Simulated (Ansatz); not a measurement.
# Cs4Sr3CaF12 (Ca on 25 % of the Sr sites, one arrangement): which shell does photoemission see at 21.2 and 5414.7 eV? (PBE)

The valence band of Cs4Sr3CaF12 (Ca on 25 % of the Sr sites, one arrangement) mixes several shells. Work out by hand which one leads the spectrum's area at each photon energy.

Filled states come from the projected DOS of Ansatz 0.2.0 (PBE, plane waves); cross sections σ and asymmetry parameters β are those of free atoms in a Dirac–Hartree–Slater calculation. A shell's area is states × σ × angular factor, which is 1 − β·P₂(cos θ)/2 for unpolarised light, with θ = 45° from the beam and P₂ = 0.250.

**At 21.2 eV** (states counted from 10.9 eV below the zero; other shells add 1.5 to the products' sum of 207):

| shell | filled states a cell | cross section (Mb an electron) | β | angular factor | product | share by hand (%) | share in the simulated spectrum (%) |
| --- | --- | --- | --- | --- | --- | --- | --- |
| Cs 5s | 0.00 | 0 | 0.00 | 1.00 | 0 | 0 | 0 |
| Cs 5p | 23.10 | 4.07 | 1.86 | 0.77 | 72.1 | 35 | 35 |
| F 2s | 0.07 | 0 | 0.00 | 1.00 | 0 | 0 | 0 |
| F 2p | 69.49 | 2.03 | 0.40 | 0.95 | 134 | 65 | 65 |
| Sr 4p | 0.00 | 0 | 0.00 | 1.00 | 0 | 0 | 0 |

**At 5414.7 eV** (states counted from 21.2 eV below the zero; other shells add 0.00013 to the products' sum of 0.00401):

| shell | filled states a cell | cross section (Mb an electron) | β | angular factor | product | share by hand (%) | share in the simulated spectrum (%) |
| --- | --- | --- | --- | --- | --- | --- | --- |
| Cs 5s | 7.79 | 0.000113 | 1.99 | 0.75 | 0.00066 | 16 | 16 |
| Cs 5p | 23.11 | 7.5e-05 | 1.57 | 0.80 | 0.00139 | 35 | 35 |
| F 2s | 23.28 | 3.98e-05 | 2.00 | 0.75 | 0.000695 | 17 | 17 |
| F 2p | 70.05 | 1e-06 | 0.21 | 0.97 | 6.86e-05 | 2 | 2 |
| Sr 4p | 17.47 | 7.28e-05 | 1.31 | 0.84 | 0.00106 | 27 | 27 |

F 2p leads at 21.2 eV and Cs 5p at 5414.7 eV. Between the two energies σ of F 2p changes by a factor 5.0e-7 and that of Cs 5p by 1.8e-5, so their ratio moves 37-fold in favour of the second. The simulated spectrum uses the same rule on the energy-resolved DOS, so the two share columns agree within a few points.

Only crystals where the two columns agree within 4 points and the lead is clear are worked in this form. Free-atom cross sections ignore the solid's final states, no escape depth or background enters, and the count of states a shell hangs on the projection.
